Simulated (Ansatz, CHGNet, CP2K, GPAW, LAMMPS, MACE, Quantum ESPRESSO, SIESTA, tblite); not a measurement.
## Liquid mixture of dimethylformamide and H2O at 300 K (102 atoms): runs against a plane-wave reference

Density of this cell: 0.970 g/cm³. The cell holds 102 atoms: 15 C, 5 N, 19 O and 63 H. Cell: a = 10.188 Å, b = 10.188 Å, c = 10.188 Å, α = 90.0°, β = 90.0°, γ = 90.0°. 5 dimethylformamide, 14 H2O placed at random, at 0.97 g/cm³; overlaps pushed apart, then 10 ps at 450 K with MMFF94 bonds, angles, torsions, charges and radii (Halgren, J. Comput. Chem. 17, 490 (1996)) in harmonic and 12-6 forms; SPC/E water (Berendsen, Grigera and Straatsma, J. Phys. Chem. 91, 6269 (1987)). Snapshot after 20 ps at 300 K and fixed volume.

Geometry: as built.

The reference, a calculation:

* method: Kohn-Sham DFT, PBE, SSSP efficiency 1.3.0 pseudopotentials, plane waves (Quantum ESPRESSO 7.5); sssp-pbe-1.3.0-efficiency, cutoffs 60/480 Ry, Γ point
* r.m.s. force component: 0.891 eV/Å
* longest force: 5.952 eV/Å
* pressure: 0.792 GPa
* gap (highest filled to lowest empty level): 3.676 eV
* time: 1.8 min on 2 MPI ranks of Arm Neoverse V2, shared host
* CPU time: 3.6 min

Q: Estimate the differences from the reference, the CPU time and the memory of each run.
- CP2K PBE, SZV-MOLOPT-SR, 600/50 Ry, TRS4 filter 1e-07, SCF 1e-07 (CP2K 2026.2; 1 thread)
- GPAW PBE, LCAO sz(dzp), h 0.18 Å (GPAW 26.7.0; 1 thread)
- GPAW PBE, LCAO szp(dzp), h 0.18 Å (GPAW 26.7.0; 1 thread)
- CHGNet 0.3.0 potential (CHGNet 0.3.0; 1 thread)
- SIESTA PBE, DZP, shift 0.005 Ry, mesh 500 Ry (SIESTA 5.4.2; 2 MPI ranks)
- CP2K PBE, TZV2P-UZH, 600/50 Ry, diagonalisation (CP2K 2026.2; 4 MPI ranks)
- CP2K PBE, SZV-MOLOPT-SR, 600/50 Ry, diagonalisation (CP2K 2026.2; 1 thread)
- SIESTA PBE, SZ, shift 0.01 Ry, mesh 500 Ry (SIESTA 5.4.2; 1 thread)
- CP2K GFN1-xTB, diagonalisation (CP2K 2026.2; 1 thread)
- tblite GFN1-xTB (tblite 0.8.0; 1 thread)

Differences are against the plane-wave reference, forces as r.m.s. over components; share is that over the reference's r.m.s. force, slope the least-squares factor from reference forces to these. Total energies of different programs have different zeros and aren't compared.

| run | Δ force, r.m.s. (meV/Å) | share (%) | slope | Δ pressure (GPa) | Δ gap (eV) | cores | CPU time | memory (GiB) |
| --- | --- | --- | --- | --- | --- | --- | --- | --- |
| reference | - | - | - | - | - | 2 | 3.6 min | 2.5 |
| CP2K PBE, SZV-MOLOPT-SR, 600/50 Ry, TRS4 filter 1e-07, SCF 1e-07 (coarse) | 1796 | 202 | 1.039 | 8.84 | - | 1 | 2.6 min | 1.4 |
| GPAW PBE, LCAO sz(dzp), h 0.18 Å (coarse) | 2444 | 274 | 0.949 | - | -2.81 | 1 | 23 s | 0.72 |
| GPAW PBE, LCAO szp(dzp), h 0.18 Å (coarse) | 1403 | 157 | 0.898 | - | -1.87 | 1 | 45 s | 0.88 |
| CHGNet 0.3.0 potential | 197 | 22.1 | 0.881 | 0.263 | - | 1 | 4 s | 1.6 |
| SIESTA PBE, DZP, shift 0.005 Ry, mesh 500 Ry | 361 | 40.5 | 1.056 | 2.39 | -0.0724 | 2 | 3.6 min | 1.7 |
| CP2K PBE, TZV2P-UZH, 600/50 Ry, diagonalisation | 62.3 | 6.99 | 0.999 | 0.364 | 0.0081 | 4 | 11 min | 4.3 |
| CP2K PBE, SZV-MOLOPT-SR, 600/50 Ry, diagonalisation (coarse) | 1806 | 203 | 1.048 | 8.81 | -0.908 | 1 | 2.5 min | 2.7 |
| SIESTA PBE, SZ, shift 0.01 Ry, mesh 500 Ry (coarse) | 2507 | 281 | 0.962 | 17.4 | -3.01 | 1 | 59 s | 0.68 |
| CP2K GFN1-xTB, diagonalisation | 321 | 36.0 | 0.979 | -2.39 | - | 1 | 5.2 s | 0.22 |
| tblite GFN1-xTB | 321 | 36.0 | 0.974 | -2.25 | - | 1 | 1.9 s | 0.16 |

Rows marked coarse were listed beforehand as settings not expected to be converged; some can still land near the reference.

Times of the machine-learned potentials are mostly Python's start and the loading of weights.

CPU time is summed over cores on a shared host, where runs went side by side, so it is rough. Symmetry, cutoffs, thresholds, outputs and thread counts weren't matched or tuned between programs; memory under MPI is the largest rank's times the ranks.

The PBE runs in local orbitals, coarse settings apart, differ by 7.0 % (CP2K PBE, TZV2P-UZH, 600/50 Ry, diagonalisation) to 40 % (SIESTA PBE, DZP, shift 0.005 Ry, mesh 500 Ry); basis, grid and potentials can all enter. Tight binding differs by 36 % in each run; it is another model, with fitted parameters of its own, and the xTB methods hold dispersion. Machine-learned potentials differ by 22 % (CHGNet 0.3.0 potential); they were trained on other programs' data. Runs with settings chosen to be coarse differ by 157 % (GPAW PBE, LCAO szp(dzp), h 0.18 Å) to 281 % (SIESTA PBE, SZ, shift 0.01 Ry, mesh 500 Ry), their programs' other errors included. Periodic xTB results under one method name differ between programs and library versions. With short bonds to hydrogen, sets of potentials differ among themselves by several per cent in forces even at converged cutoffs, so the reference isn't exact here either. Machine-learned potentials mimic data converged in k, so the reference's own k-point error enters their differences. The network of contacts between molecules at the start is that of the classical potential that made the cell, and needn't be the one that DFT or experiment would give. The electronic-structure runs sample only Γ, in a cell whose shortest periodic width is 10 Å.

[Hosts, paths, dates, database ids (printed as entryN), source tags and the programs' standing remarks are cut or masked in the printed files.]

[The MMFF94 radii named for the starting cell were scaled by 0.96; in molecules described by MMFF94, hydrogen bound to N, O or S took a small fixed 12-6 site in their place.]
